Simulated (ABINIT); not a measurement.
# A GW chain in ABINIT: Cl (Cmce), part 3 of 3

How does a plane-wave GW calculation on Cl (Cmce) run from the first input to the gap?

ABINIT 10.8.3; PBE and many-body steps on it, plane waves. Known limits of the many-body steps: not at the basis limit; coarse k mesh.

So far. Step 4 (Empty states on the mesh, 4×4×2 mesh, 163 bands): On this mesh the gap is 2.469 eV. Step 5 (Screening, 4×4×2 mesh, 155 bands, screening to 130.6 eV): Local fields lower ε∞ by 19 %. On a Γ-centred mesh this coarse the value itself is usually too large, while a short band sum pulls it down.

## 6. Self-energy, 4×4×2 mesh, 155 bands, screening to 130.6 eV

The self-energy is evaluated for the states that the input lists, and the levels follow from it, in one-shot runs by the linearised quasiparticle equation.

This step: G0W0 on PBE, plane waves, norm-conserving pseudopotentials.

Contents of run.abi:

```
acell 3*1.0 Angstrom
rprim 
  3.145000000000 -2.250000000000 0.000000000000
  3.145000000000 2.250000000000 0.000000000000
  0.000000000000 0.000000000000 8.210000000000
ntypat 1
znucl 17
natom 4
typat 1 1 1 1
xred 
  0.870000000000 0.130000000000 0.100000000000
  0.630000000000 0.370000000000 0.600000000000
  0.130000000000 0.870000000000 0.900000000000
  0.370000000000 0.630000000000 0.400000000000
pp_dirpath "pseudos"
pseudos "Cl.upf"
ecut 25
ngkpt 4 4 2
nshiftk 1
shiftk 0 0 0
kptopt 1
chksymbreak 0
istwfk *1
occopt 1
irdwfk 1
optdriver 4
nband 155
gwcalctyp 0
ecutsigx 25
symsigma 1
nkptgw 2
kptgw 
  0.5000000000 0.5000000000 0.0000000000
  0.0000000000 0.0000000000 0.0000000000
bdgw 
  13 16
  13 16
ecuteps 4.8
irdscr 1
ppmodel 1
indata_prefix "in"
outdata_prefix "out"
tmpdata_prefix "tmp"
```

The run is started by

```console
$ OMP_NUM_THREADS=1 mpirun -n 4 abinit run.abi > log
```

Numbers of over 12 decimals in the logs are rounded to 6 here.

Log:

```text
.Version 10.8.3 of ABINIT. v10.8.2 released Aug 2026.

 Symmetries : space group Cm c a (# 64); Bravais oC (1-face-center ortho.)
[... echo of the input left out ...]
== DATASET  1 ==================================================================
-   mpi_nproc: 4, omp_nthreads: 1 (-1 if OMP is not activated)

--- !DatasetInfo
iteration_state: {dtset: 1, }
dimensions: {natom: 4, nkpt: 14, mband: 155, nsppol: 1, nspinor: 1, nspden: 1, mpw: 4726, }
cutoff_energies: {ecut:  25.0, pawecutdg:  -1.0, }
electrons: {nelect:   2.80000000E+01, charge:   0.00000000E+00, occopt:   1.00000000E+00, tsmear:   1.00000000E-02, }

 SIGMA: Calculation of the GW corrections

 Based on a program developped by R.W. Godby, V. Olevano, G. Onida, and L. Reining.
 Incorporated in ABINIT by V. Olevano, G.-M. Rignanese, and M. Torrent.
.Using double precision arithmetic ; gwpc =  8

[... cell and pseudopotentials left out ...]
--------------------------------------------------------------------------------

 ==== K-mesh for the wavefunctions ====
 Number of points in the irreducible wedge :    14
[... list of points left out ...]
 Together with  8 symmetry operations and time-reversal symmetry
 yields    32 points in the full Brillouin Zone.

 ==== Q-mesh for screening function ====
 Number of points in the irreducible wedge :    14
[... list of points left out ...]
 Together with  8 symmetry operations and time-reversal symmetry
 yields    32 points in the full Brillouin Zone.

 vcoul_init : cutoff-mode = AUXILIARY_FUNCTION
 q-points for optical limit:   1
     1)      0.000010    0.000020    0.000030
 setmesh: FFT mesh size selected  =    36x   36x   72
          total number of points  =        93312

 Number of electrons calculated from density =   28.0000; Expected =   28.0000
 average of density, n =  0.035710
 r_s =    1.8838
 omega_plasma =   18.2284 [eV]

 === KS Band Gaps ===
  >>>> For spin  1
   Minimum direct gap =   2.5251 [eV], located at k-point      :   0.0000  0.0000  0.0000
   Fundamental gap    =   2.4691 [eV], Top of valence bands at :   0.5000  0.5000  0.0000
                                       Bottom of conduction at :   0.0000  0.0000  0.0000
 SIGMA fundamental parameters:
 PLASMON POLE MODEL  1
 number of plane-waves for SigmaX                 4675
 number of plane-waves for SigmaC and W            403
 number of plane-waves for wavefunctions          4675
 number of bands                                   155
 number of independent spin polarizations            1
 number of spinorial components                      1
 number of k-points in IBZ                          14
 number of q-points in IBZ                          14
 number of symmetry operations                       8
 number of k-points in BZ                           32
 number of q-points in BZ                           32
 number of frequencies for dSigma/dE                 9
 frequency step for dSigma/dE [eV]                0.25
 number of omega for Sigma on real axis              0
 max omega for Sigma on real axis  [eV]           0.00
 zcut for avoiding poles [eV]                     0.10

 EPSILON^-1 parameters (SCR file):
 dimension of the eps^-1 matrix on file            403
 dimension of the eps^-1 matrix used               403
 number of plane-waves for wavefunctions          4675
 number of bands                                   155
 number of q-points in IBZ                          14
 number of frequencies                               2
 number of real frequencies                          1
 number of imag frequencies                          1

 matrix elements of self-energy operator (all in [eV])

 Perturbative Calculation

--- !SelfEnergy_ee
iteration_state: {dtset: 1, }
kpoint     : [   0.500,    0.500,    0.000, ]
spin       : 1
KS_gap     :    2.546
QP_gap     :    5.769
Delta_QP_KS:    3.223
data: !SigmaeeData |
     Band     E0 <VxcDFT>   SigX SigC(E0)      Z dSigC/dE  Sig(E)    E-E0       E
       13  -1.186 -14.321 -18.741   2.516   0.788  -0.270 -15.820  -1.500  -2.686
       14  -0.824 -14.674 -19.122   2.489   0.791  -0.264 -16.224  -1.550  -2.374
       15   1.722 -14.106  -8.998  -2.996   0.792  -0.262 -12.433   1.673   3.395
       16   1.912 -14.243  -9.064  -3.012   0.790  -0.265 -12.530   1.713   3.625

--- !SelfEnergy_ee
iteration_state: {dtset: 1, }
kpoint     : [   0.000,    0.000,    0.000, ]
spin       : 1
KS_gap     :    2.525
QP_gap     :    5.684
Delta_QP_KS:    3.159
data: !SigmaeeData |
     Band     E0 <VxcDFT>   SigX SigC(E0)      Z dSigC/dE  Sig(E)    E-E0       E
       13  -0.970 -14.511 -19.022   2.518   0.791  -0.264 -16.087  -1.576  -2.546
       14  -0.880 -14.708 -19.184   2.519   0.790  -0.265 -16.255  -1.547  -2.427
       15   1.645 -13.980  -8.981  -2.969   0.794  -0.259 -12.368   1.612   3.257
       16   2.208 -14.626  -9.222  -3.144   0.786  -0.272 -12.849   1.777   3.985

== END DATASET(S) ==============================================================
================================================================================

 -outvars: echo values of variables after computation  --------
           etotal      0.0000000000E+00
            nband         155
             nkpt          14
          spgroup          64
 [... the other variables as echoed above ...]

 Calculation completed.
```

The job ended after 36 s (4 MPI ranks of Arm Neoverse V1, shared host; peak memory 2 GiB).

This step gave:

| Property | Result |
| --- | --- |
| G0W0 gap on the points computed | 5.631 eV |
| starting gap on the mesh | 2.469 eV |
| k of the valence top | 0.5, 0.5, 0 |
| k of the conduction bottom | 0, 0, 0 |
| Z at the valence top | 0.791 |
| Z at the conduction bottom | 0.794 |
| least direct G0W0 gap on the computed points | 5.684 eV |

The gap on the mesh goes from 2.47 eV to 5.63 eV, a correction of +3.16 eV.

Limits: finite bands, cutoff and mesh; coarse k mesh. v1 is the top filled band, c1 the lowest empty one. The levels before and after the correction (eV, zero at the valence-band top of each column):

```csv
,conduction bottom,valence top
Kohn-Sham,2.47,0.00
G0W0,5.63,0.00
```

```csv
,level,energy (eV)
Kohn-Sham,(0.5 0.5 0) v2,-0.362
Kohn-Sham,(0.5 0.5 0) v1,0.000
Kohn-Sham,(0.5 0.5 0) c1,2.546
Kohn-Sham,(0.5 0.5 0) c2,2.736
Kohn-Sham,Γ v2,-0.146
Kohn-Sham,Γ v1,-0.056
Kohn-Sham,Γ c1,2.469
Kohn-Sham,Γ c2,3.031
G0W0,(0.5 0.5 0) v2,-0.312
G0W0,(0.5 0.5 0) v1,0.000
G0W0,(0.5 0.5 0) c1,5.769
G0W0,(0.5 0.5 0) c2,5.999
G0W0,Γ v2,-0.172
G0W0,Γ v1,-0.053
G0W0,Γ c1,5.631
G0W0,Γ c2,6.359
```

## 7. Where the time went

Times are wall times on 4 MPI ranks of Arm Neoverse V1, shared host, good to a factor of about two.

```csv
step,time,share,memory (GiB)
ground state,32 s,6 %,0.36
bands along the symmetry lines,36 s,7 %,0.39
empty states on the mesh,4.3 min,51 %,4.9
screening,2.4 min,29 %,1.9
self-energy,36 s,7 %,2.0
```

## 8. Results

```json
{
 "PBE gap": "2.46 eV, indirect",
 "G0W0 gap on the mesh": "5.63 eV",
 "GW settings": "4×4×2 mesh, 155 bands, screening to 130.6 eV, Godby-Needs plasmon pole",
 "known limits": "not at the basis limit; coarse k mesh"
}
```

What this shows: G0W0 moves the gap on the mesh from 2.47 eV to 5.63 eV (+3.16 eV), with Z of 0.79 and 0.79 at the edges. Local fields lower the RPA ε∞ on this mesh from 3.46 to 2.81; a Γ-centred mesh this coarse tends to raise both, most where the direct gap is narrow, while a short band sum lowers them. Only 2 of the mesh's irreducible points were corrected, so a valley elsewhere could overtake. The dearest step here is «empty states on the mesh». Bands and cutoff are finite, so the gap is not at the basis limit. The miss can reach some tenths of an eV and take either sign; the mesh is an error of its own. In the G0W0 run levels were corrected at 2 k points alone, so a gap called «on the mesh» is the least over those, and an edge elsewhere would be missed. The 4×4×2 mesh is coarse for this cell, which bears on the long-range parts of exchange and screening.

[Paths, hosts, dates, memory and timing lines, banners, echoed tables and standing remarks are left out of the program output.]

[Logs are printed without paths, hosts, clocks, repeated set-up lines and the standing remarks that a program may print on its own settings, such as how far it seeks lower states.]

[Runs of the session that timed out or met a known fault of the program may be left out.]

[Hosts, paths, dates, database ids (printed as entryN), source tags and the programs' standing remarks are cut or masked in the printed files.]

[G0W0 gaps are taken among the corrected bands and points alone; a level outside them can change the order at an edge.]

[Where Ansatz stands beside ABINIT at settings called matched, ABINIT's density can come from a denser mesh and the files from another edition; pairs whose starting gaps differed by over 0.03 eV were left out, so agreement reads better than it is.]
